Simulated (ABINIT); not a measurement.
# Quasiparticle gap of BaTiO3 (Barioperovskite) in ABINIT

Aim: the G0W0 gap of BaTiO3 (Barioperovskite) on LDA, step by step.

Program: ABINIT 10.8.3. Level of theory: LDA and many-body steps on it, plane waves. Results are calculated unless marked as measured.

Most raw output is cut from this account.

## 1. Starting point

The structure is orthorhombic, space group Amm2 (No. 38). The conventional cell has a = 3.986 Å, b = 5.674 Å, c = 5.690 Å, α = 90.00°, β = 90.00°, γ = 90.00°. Nearest to Ba lie 12 O at 2.77 to 2.92 Å. Nearest to Ti lie 6 O at 1.93 to 2.09 Å. Nearest to O lie 2 Ti at 2.00 Å and 4 Ba at 2.77 to 2.92 Å. Nearest to O lie 2 Ti at 1.93 to 2.09 Å and 4 Ba at 2.81 to 2.84 Å. Farther neighbours and most contacts between anions are not listed.

The cell and positions come from the Crystallography Open Database and are kept as given unless a step says otherwise. Spin-orbit coupling is left out unless a step names it.

## 2. Ground state

This step: ABINIT 10.8.3; DFT, LDA, plane waves, norm-conserving pseudopotentials.

The ground-state density comes first.

run.abi

```
acell 3*1.0 Angstrom
rprim 
  3.985500000000 0.000000000000 0.000000000000
  0.000000000000 2.836900000000 2.845150000000
  0.000000000000 -2.836900000000 2.845150000000
ntypat 3
znucl 56 22 8
natom 5
typat 1 2 3 3 3
xred 
  0.000000000000 0.000000000000 0.000000000000
  0.500000000000 0.512400000000 0.512400000000
  0.000000000000 0.487400000000 0.487400000000
  0.500000000000 0.505240000000 0.991840000000
  0.500000000000 0.991840000000 0.505240000000
pp_dirpath "pseudos"
pseudos "Ba.upf, Ti.upf, O.upf"
ecut 38
ngkpt 6 6 6
nshiftk 1
shiftk 0 0 0
kptopt 1
chksymbreak 0
nband 26
occopt 1
tolvrs 1e-10
nstep 60
prtwf 0
optforces 0
optstress 0
indata_prefix "in"
outdata_prefix "out"
tmpdata_prefix "tmp"
```

On the command line:

```console
OMP_NUM_THREADS=1 mpirun -n 8 abinit run.abi > log
```

It took 88 s on 8 MPI ranks of Arm Neoverse N1, shared host; peak memory 0.7 GiB; 12 min of CPU time.

This step gave:

```yaml
total_energy: -3738.7193 eV
gap: 1.820 eV
k_of_the_valence_top: 0.5, 0.5, 0.5
k_of_the_conduction_bottom: 0, 0, 0
least_direct_gap: 2.013 eV
```

The gap is indirect, with the least direct gap 0.19 eV higher.

## 3. Bands along the symmetry lines

Levels along a band path, at the cheap level, show where the edges lie and whether the meshes to come will hold them.

run.abi

```
acell 3*1.0 Angstrom
rprim 
  3.985500000000 0.000000000000 0.000000000000
  0.000000000000 2.836900000000 2.845150000000
  0.000000000000 -2.836900000000 2.845150000000
ntypat 3
znucl 56 22 8
natom 5
typat 1 2 3 3 3
xred 
  0.000000000000 0.000000000000 0.000000000000
  0.500000000000 0.512400000000 0.512400000000
  0.000000000000 0.487400000000 0.487400000000
  0.500000000000 0.505240000000 0.991840000000
  0.500000000000 0.991840000000 0.505240000000
pp_dirpath "pseudos"
pseudos "Ba.upf, Ti.upf, O.upf"
ecut 38
iscf -2
irdden 1
kptopt 0
nkpt 92
kpt 
  0.00000000 0.00000000 0.00000000
  0.00000000 0.06250000 0.06250000
  0.00000000 0.12500000 0.12500000
  0.00000000 0.18750000 0.18750000
  0.00000000 0.25000000 0.25000000
  0.00000000 0.31250000 0.31250000
  0.00000000 0.37500000 0.37500000
  0.00000000 0.43750000 0.43750000
  0.00000000 0.50000000 0.50000000
  0.00000000 0.50018097 0.49981903
  0.00000000 0.50036193 0.49963807
  0.00000000 0.50054290 0.49945710
  0.00000000 0.50072386 0.49927614
  0.00000000 0.50090483 0.49909517
  0.00000000 0.50108580 0.49891420
  0.00000000 0.50126676 0.49873324
  0.00000000 0.50144773 0.49855227
  0.00000000 0.49855227 -0.49855227
  0.00000000 0.43623324 -0.43623324
  0.00000000 0.37391420 -0.37391420
  0.00000000 0.31159517 -0.31159517
  0.00000000 0.24927614 -0.24927614
  0.00000000 0.18695710 -0.18695710
  0.00000000 0.12463807 -0.12463807
  0.00000000 0.06231903 -0.06231903
  0.00000000 0.00000000 0.00000000
  0.06250000 0.00000000 0.00000000
  0.12500000 0.00000000 0.00000000
  0.18750000 0.00000000 0.00000000
  0.25000000 0.00000000 0.00000000
  0.31250000 0.00000000 0.00000000
  0.37500000 0.00000000 0.00000000
  0.43750000 0.00000000 0.00000000
  0.50000000 0.00000000 0.00000000
  0.50000000 0.06231903 -0.06231903
  0.50000000 0.12463807 -0.12463807
  0.50000000 0.18695710 -0.18695710
  0.50000000 0.24927614 -0.24927614
  0.50000000 0.31159517 -0.31159517
  0.50000000 0.37391420 -0.37391420
  0.50000000 0.43623324 -0.43623324
  0.50000000 0.49855227 -0.49855227
  0.50000000 0.50144773 0.49855227
  0.50000000 0.50126676 0.49873324
  0.50000000 0.50108580 0.49891420
  0.50000000 0.50090483 0.49909517
  0.50000000 0.50072386 0.49927614
  0.50000000 0.50054290 0.49945710
  0.50000000 0.50036193 0.49963807
  0.50000000 0.50018097 0.49981903
  0.50000000 0.50000000 0.50000000
  0.43750000 0.50000000 0.50000000
  0.37500000 0.50000000 0.50000000
  0.31250000 0.50000000 0.50000000
  0.25000000 0.50000000 0.50000000
  0.18750000 0.50000000 0.50000000
  0.12500000 0.50000000 0.50000000
  0.06250000 0.50000000 0.50000000
  0.00000000 0.50000000 0.50000000
  0.00000000 0.00000000 0.00000000
  0.00000000 0.06250000 0.00000000
  0.00000000 0.12500000 0.00000000
  0.00000000 0.18750000 0.00000000
  0.00000000 0.25000000 0.00000000
  0.00000000 0.31250000 0.00000000
  0.00000000 0.37500000 0.00000000
  0.00000000 0.43750000 0.00000000
  0.00000000 0.50000000 0.00000000
  0.06250000 0.50000000 0.00000000
  0.12500000 0.50000000 0.00000000
  0.18750000 0.50000000 0.00000000
  0.25000000 0.50000000 0.00000000
  0.31250000 0.50000000 0.00000000
  0.37500000 0.50000000 0.00000000
  0.43750000 0.50000000 0.00000000
  0.50000000 0.50000000 0.00000000
  0.50000000 0.43750000 0.00000000
  0.50000000 0.37500000 0.00000000
  0.50000000 0.31250000 0.00000000
  0.50000000 0.25000000 0.00000000
  0.50000000 0.18750000 0.00000000
  0.50000000 0.12500000 0.00000000
  0.50000000 0.06250000 0.00000000
  0.50000000 0.00000000 0.00000000
  0.50000000 0.06250000 0.06250000
  0.50000000 0.12500000 0.12500000
  0.50000000 0.18750000 0.18750000
  0.50000000 0.25000000 0.25000000
  0.50000000 0.31250000 0.31250000
  0.50000000 0.37500000 0.37500000
  0.50000000 0.43750000 0.43750000
  0.50000000 0.50000000 0.50000000
istwfk *1
nband 31
nbdbuf 6
tolwfr 1e-07
nstep 50
prtwf 0
prtvol 0
indata_prefix "in"
outdata_prefix "out"
tmpdata_prefix "tmp"
```

Elapsed: 61 s, on 8 MPI ranks; peak memory 0.72 GiB; 8.1 min of CPU time.

This step gave:

```yaml
gap: 1.820 eV
k_of_the_valence_top: 0.5, 0.4986, -0.4986
k_of_the_conduction_bottom: 0, 0, 0
least_direct_gap: 2.013 eV
```

The gap is 1.820 eV, as in the run before at this level.

The electronic bands at the labelled points (eV, zero at the top of the highest filled band):

| point | band 17 | band 18 | band 19 | band 20 | band 21 | band 22 | band 23 | band 24 |
| --- | --- | --- | --- | --- | --- | --- | --- | --- |
| Γ | -1.11 | -0.35 | -0.24 | -0.19 | 1.82 | 1.88 | 2.05 | 4.13 |
| halfway | -1.52 | -1.02 | -1.02 | -0.50 | 2.85 | 2.86 | 3.11 | 4.72 |
| Y | -1.67 | -0.90 | -0.86 | -0.12 | 3.56 | 3.63 | 3.98 | 4.99 |
| halfway | -1.67 | -0.90 | -0.86 | -0.12 | 3.56 | 3.63 | 3.98 | 4.99 |
| C0 | -1.67 | -0.90 | -0.86 | -0.12 | 3.56 | 3.63 | 3.98 | 4.99 |
| jump to Σ0 | -1.67 | -0.90 | -0.86 | -0.12 | 3.56 | 3.63 | 3.98 | 4.99 |
| halfway | -1.47 | -1.05 | -0.99 | -0.52 | 2.72 | 2.97 | 3.10 | 4.72 |
| Γ | -1.11 | -0.35 | -0.24 | -0.19 | 1.82 | 1.88 | 2.05 | 4.13 |
| halfway | -1.57 | -1.22 | -0.53 | -0.52 | 1.93 | 2.75 | 2.80 | 4.13 |
| Z | -1.83 | -1.75 | -0.82 | -0.77 | 2.02 | 3.53 | 3.61 | 4.11 |
| halfway | -2.20 | -0.94 | -0.62 | -0.52 | 3.33 | 3.74 | 3.82 | 5.95 |
| A0 | -2.38 | -0.05 | -0.01 | 0.00 | 4.20 | 4.24 | 4.25 | 6.62 |
| jump to E0 | -2.38 | -0.05 | -0.01 | 0.00 | 4.20 | 4.24 | 4.25 | 6.62 |
| halfway | -2.38 | -0.05 | -0.01 | 0.00 | 4.20 | 4.24 | 4.25 | 6.62 |
| T | -2.38 | -0.05 | -0.01 | 0.00 | 4.20 | 4.24 | 4.25 | 6.62 |
| halfway | -2.40 | -0.53 | -0.52 | -0.09 | 3.85 | 3.88 | 4.11 | 6.28 |
| Y | -1.67 | -0.90 | -0.86 | -0.12 | 3.56 | 3.63 | 3.98 | 4.99 |
| jump to Γ | -1.11 | -0.35 | -0.24 | -0.19 | 1.82 | 1.88 | 2.05 | 4.13 |
| halfway | -1.46 | -1.24 | -0.61 | -0.50 | 1.99 | 2.78 | 2.83 | 4.16 |
| S | -1.86 | -1.70 | -0.82 | -0.74 | 2.07 | 3.56 | 3.58 | 4.16 |
| halfway | -1.38 | -1.37 | -1.04 | -0.50 | 2.83 | 3.57 | 3.67 | 4.75 |
| R | -1.73 | -0.88 | -0.87 | -0.07 | 3.58 | 3.60 | 3.98 | 4.86 |
| halfway | -1.41 | -1.39 | -1.09 | -0.51 | 2.84 | 3.58 | 3.70 | 4.72 |
| Z | -1.83 | -1.75 | -0.82 | -0.77 | 2.02 | 3.53 | 3.61 | 4.11 |
| halfway | -2.21 | -0.94 | -0.59 | -0.52 | 3.34 | 3.77 | 3.80 | 5.95 |
| T | -2.38 | -0.05 | -0.01 | 0.00 | 4.20 | 4.24 | 4.25 | 6.62 |

## 4. Empty states on the mesh, 2×2×2 mesh, 132 bands

The sums over transitions need many empty states on a uniform mesh; this step solves for them.

run.abi

```
acell 3*1.0 Angstrom
rprim 
  3.985500000000 0.000000000000 0.000000000000
  0.000000000000 2.836900000000 2.845150000000
  0.000000000000 -2.836900000000 2.845150000000
ntypat 3
znucl 56 22 8
natom 5
typat 1 2 3 3 3
xred 
  0.000000000000 0.000000000000 0.000000000000
  0.500000000000 0.512400000000 0.512400000000
  0.000000000000 0.487400000000 0.487400000000
  0.500000000000 0.505240000000 0.991840000000
  0.500000000000 0.991840000000 0.505240000000
pp_dirpath "pseudos"
pseudos "Ba.upf, Ti.upf, O.upf"
ecut 38
ngkpt 2 2 2
nshiftk 1
shiftk 0 0 0
kptopt 1
chksymbreak 0
iscf -2
irdden 1
istwfk *1
nband 132
nbdbuf 12
tolwfr 1e-09
nstep 60
prtvol 0
indata_prefix "in"
outdata_prefix "out"
tmpdata_prefix "tmp"
```

On the command line:

```console
OMP_NUM_THREADS=1 mpirun -n 6 abinit run.abi > log
```

The job ended after 40 s (6 MPI ranks; peak memory 0.49 GiB).

Numbers from this step:

```yaml
gap: 1.820 eV
k_of_the_valence_top: 0.5, 0.5, 0.5
k_of_the_conduction_bottom: 0, 0, 0
least_direct_gap: 2.013 eV
k_points_computed: 6
lowest_point_of_the_top_converged_band_above_the_valence_top: 68.0489 eV
```

On this mesh the gap is 1.820 eV.

## 5. Screening, 2×2×2 mesh, 120 bands, screening to 106.1 eV

The RPA dielectric matrix is built and inverted for each q.

This step: RPA screening on LDA, plane waves, norm-conserving pseudopotentials.

Edit run.abi of step 4 so:

```diff
@@ -23,10 +23,11 @@
 chksymbreak 0
-iscf -2
-irdden 1
 istwfk *1
-nband 132
-nbdbuf 12
-tolwfr 1e-09
-nstep 60
-prtvol 0
+occopt 1
+irdwfk 1
+optdriver 3
+nband 120
+ecuteps 3.9
+inclvkb 2
+awtr 1
+symchi 1
 indata_prefix "in"
```

On the command line:

```console
OMP_NUM_THREADS=1 mpirun -n 8 abinit run.abi > log
```

Run time: 20 s. Hardware: 8 MPI ranks; peak memory 1.3 GiB.

This step gave:

```yaml
eps_infinity_with_local_fields_on_this_mesh_along_the_program_s_q_direction: 9.187
the_same_without_local_fields: 10.21
plasma_frequency: 29.28 eV
plane_waves_in_the_screening_matrix: 171
```

Local fields lower ε∞ by 10 %. On a Γ-centred mesh this coarse the value itself is usually too large, while a short band sum pulls it down.

## 6. Self-energy, 2×2×2 mesh, 120 bands, screening to 106.1 eV

The self-energy is evaluated for the states that the input lists, and the levels follow from it, in one-shot runs by the linearised quasiparticle equation.

This step: G0W0 on LDA, plane waves, norm-conserving pseudopotentials.

Edit run.abi of step 5 so:

```diff
@@ -26,8 +26,25 @@
 irdwfk 1
-optdriver 3
+optdriver 4
 nband 120
+gwcalctyp 0
+ecutsigx 38
+symsigma 1
+nkptgw 6
+kptgw 
+  0.0000000000 0.0000000000 0.0000000000
+  0.5000000000 0.0000000000 0.0000000000
+  0.0000000000 0.5000000000 0.0000000000
+  0.5000000000 0.5000000000 0.0000000000
+  0.0000000000 0.5000000000 0.5000000000
+  0.5000000000 0.5000000000 0.5000000000
+bdgw 
+  12 24
+  12 24
+  12 24
+  12 24
+  12 24
+  12 24
 ecuteps 3.9
-inclvkb 2
-awtr 1
-symchi 1
+irdscr 1
+ppmodel 1
 indata_prefix "in"
```

It took 32 s on 8 MPI ranks; peak memory 1.8 GiB; 4.2 min of CPU time.

This step gave:

```
G0W0 gap on the mesh                         : 3.406 eV
starting gap on the mesh                     : 1.820 eV
k of the valence top                         : 0.5, 0.5, 0.5
k of the conduction bottom                   : 0, 0, 0
Z at the valence top                         : 0.764
Z at the conduction bottom                   : 0.782
least direct G0W0 gap on the computed points : 3.654 eV
```

The gap on the mesh goes from 1.82 eV to 3.41 eV, a correction of +1.59 eV.

Limits: finite bands, cutoff and mesh; no spin-orbit coupling; coarse k mesh. v1 is the top filled band, c1 the lowest empty one. The levels before and after the correction (eV, zero at the valence-band top of each column):

|  | conduction bottom | valence top |
| --- | --- | --- |
| Kohn-Sham | 1.82 | 0.00 |
| G0W0 | 3.41 | 0.00 |

|  | level | energy (eV) |
| --- | --- | --- |
| Kohn-Sham | Γ v3 | -0.348 |
| Kohn-Sham | Γ v2 | -0.239 |
| Kohn-Sham | Γ v1 | -0.193 |
| Kohn-Sham | Γ c1 | 1.820 |
| Kohn-Sham | Γ c2 | 1.884 |
| Kohn-Sham | Γ c3 | 2.045 |
| Kohn-Sham | (0.5 0.5 0.5) v3 | -0.047 |
| Kohn-Sham | (0.5 0.5 0.5) v2 | -0.010 |
| Kohn-Sham | (0.5 0.5 0.5) v1 | 0.000 |
| Kohn-Sham | (0.5 0.5 0.5) c1 | 4.196 |
| Kohn-Sham | (0.5 0.5 0.5) c2 | 4.238 |
| Kohn-Sham | (0.5 0.5 0.5) c3 | 4.250 |
| G0W0 | Γ v3 | -0.365 |
| G0W0 | Γ v2 | -0.282 |
| G0W0 | Γ v1 | -0.248 |
| G0W0 | Γ c1 | 3.406 |
| G0W0 | Γ c2 | 3.456 |
| G0W0 | Γ c3 | 3.593 |
| G0W0 | (0.5 0.5 0.5) v3 | -0.058 |
| G0W0 | (0.5 0.5 0.5) v2 | -0.009 |
| G0W0 | (0.5 0.5 0.5) v1 | 0.000 |
| G0W0 | (0.5 0.5 0.5) c1 | 5.888 |
| G0W0 | (0.5 0.5 0.5) c2 | 5.924 |
| G0W0 | (0.5 0.5 0.5) c3 | 5.974 |

## 7. Where the time went

Times are wall times on the hardware named with each run, good to a factor of about two.

| step | time | share | memory (GiB) |
| --- | --- | --- | --- |
| ground state | 88 s | 37 % | 0.7 |
| bands along the symmetry lines | 61 s | 25 % | 0.72 |
| empty states on the mesh | 40 s | 17 % | 0.49 |
| screening | 20 s | 8 % | 1.3 |
| self-energy | 32 s | 13 % | 1.8 |

## 8. Outcome

```json
{
  "LDA gap": "1.82 eV, indirect",
  "G0W0 gap on the mesh": "3.41 eV",
  "GW settings": "2×2×2 mesh, 120 bands, screening to 106.1 eV, Godby-Needs plasmon pole",
  "known limits": "not at the basis limit; no spin-orbit coupling; coarse k mesh"
}
```

G0W0 moves the gap on the mesh from 1.82 eV to 3.41 eV (+1.59 eV), with Z of 0.76 and 0.78 at the edges. Local fields lower the RPA ε∞ on this mesh from 10.21 to 9.19; a Γ-centred mesh this coarse tends to raise both, most where the direct gap is narrow, while a short band sum lowers them. Bands and cutoff are finite, so the gap is not at the basis limit. The miss can reach some tenths of an eV and take either sign; the mesh is an error of its own. The 2×2×2 mesh is coarse for this cell, which bears on the long-range parts of exchange and screening. The many-body steps are scalar-relativistic: spin-orbit coupling is not in them.

[Paths, hosts, dates, memory and timing lines, banners, echoed tables and standing remarks are left out of the program output.]

[Logs are printed without paths, hosts, clocks, repeated set-up lines and the standing remarks that a program may print on its own settings, such as how far it seeks lower states.]

[Runs of the session that timed out or met a known fault of the program may be left out.]

[Hosts, paths, dates, database ids (printed as entryN), source tags and the programs' standing remarks are cut or masked in the printed files.]

[G0W0 gaps are taken among the corrected bands and points alone; a level outside them can change the order at an edge.]

[Where Ansatz stands beside ABINIT at settings called matched, ABINIT's density can come from a denser mesh and the files from another edition; pairs whose starting gaps differed by over 0.03 eV were left out, so agreement reads better than it is.]
